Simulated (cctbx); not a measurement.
# Accept or mend?

Cell a = 4.3580 Å, b = 4.3580 Å, c = 25.3800 Å, α = 90.00°, β = 90.00°, γ = 90.00°; space group I4/mmm (no. 139). The compound is Er2Al6Ga4Fe.

The data are simulated with cctbx, not measured: Ga Kα, λ = 1.3414 Å, to d = 0.8 Å, 50 % of the full sphere, strongest reflection 20000 counts, noise from counting, a 6 % proportional error and a noise floor of 15 counts (s.d.); no absorption.

An isotropic refinement with weights 1/σ² prints:

```text
Rint 0.053, 186 unique reflections to 0.80 A
cycle     R1     wR2    GooF  max shift (A)
   1  0.3076  0.6579  15.404   0.20801
   7  0.0360  0.1257   2.942   0.00045
final R1 0.0360 wR2 0.1257 GooF 2.942  parameters 13  data/parameter 14.3
atom        x        y        z      Ueq    occ   su(xyz)  su(Uiso or U11)
Er1    0.00000  0.00000  0.35490   0.0038  1.000  0.00007  0.0006
Ga1    0.00000  0.00000  0.10351   0.0073  1.000  0.00015  0.0009
Ga2    0.00000  0.00000  0.19823   0.0077  1.000  0.00015  0.0009
Fe1    0.50000  0.50000  0.00000   0.0102  1.000  0.00000  0.0013
Al1    0.00000  0.50000  0.04987   0.0130  1.000  0.00030  0.0014
Al2    0.00000  0.50000  0.25000   0.0082  1.000  0.00000  0.0017
Al3    0.22067  0.22067  0.63057   1.0000  1.000  0.01893  0.1158
difference map: max 2.15 min -1.88 rms 0.46
Q1    0.0000  0.0000  0.5000    2    2.17  0.00 A from Fe1
Q2    0.0000  0.0000  0.3528    4    1.76  0.05 A from Er1
Q3    0.0000  0.0000  0.1922    4    1.70  0.15 A from Ga2
Q4    0.0000  0.0000  0.1045    4    1.16  0.03 A from Ga1
Q5    0.1067  0.1067  0.0145   16    1.14  1.99 A from Al1
Q6    0.1533  0.1533  0.2586   16    1.04  1.67 A from Al2
```

**Question.** Can this result stand? If not, what is the likely fault?

Mend it. The fault: spurious atom: Al3. Against the right model at the same level, R1 goes from 0.0226 to 0.0360 and GooF from 1.05 to 2.94, Al3 takes U = the program's ceiling, U of Er1 shrinks from 0.0061 to 0.0038 Å² and the top difference peak, 2.2 e/Å³, lies on Fe1. A site with no density behind it hides by a very large U or drifts.

The compound is Er2Al6Ga4Fe. The right model at the same level gives:

```text
Rint 0.053, 186 unique reflections to 0.80 A
cycle     R1     wR2    GooF  max shift (A)
   1  0.1171  0.2834   6.579   0.04661
   2  0.0226  0.0454   1.053   0.00004
final R1 0.0226 wR2 0.0454 GooF 1.053  parameters 10  data/parameter 18.6
atom        x        y        z      Ueq    occ   su(xyz)  su(Uiso or U11)
Er1    0.00000  0.00000  0.35492   0.0061  1.000  0.00002  0.0002
Ga1    0.00000  0.00000  0.10354   0.0098  1.000  0.00005  0.0003
Ga2    0.00000  0.00000  0.19814   0.0099  1.000  0.00005  0.0003
Fe1    0.50000  0.50000  0.00000   0.0122  1.000  0.00000  0.0005
Al1    0.00000  0.50000  0.05015   0.0156  1.000  0.00011  0.0005
Al2    0.00000  0.50000  0.25000   0.0099  1.000  0.00000  0.0006
difference map: max 0.81 min -1.55 rms 0.25
Q1    0.2336  0.2336  0.3018   16    0.87  1.64 A from Ga2
Q2    0.0925  0.0925  0.1883   16    0.73  0.62 A from Ga2
Q3    0.1073  0.1073  0.0159   16    0.71  1.98 A from Al1
Q4    0.0798  0.3134  0.2256   32    0.69  1.08 A from Al2
Q5    0.0000  0.3604  0.0726   16    0.68  0.83 A from Al1
Q6    0.0000  0.2501  0.3058   16    0.67  1.66 A from Er1
```

The model was made for the exercise: a known structure type with other elements put in, its volume estimated, not relaxed; displacement parameters are assumed.

[Middle refinement cycles are left out of these outputs.]

[Logs are printed without paths, hosts, clocks, repeated set-up lines and the standing remarks that a program may print on its own settings, such as how far it seeks lower states.]
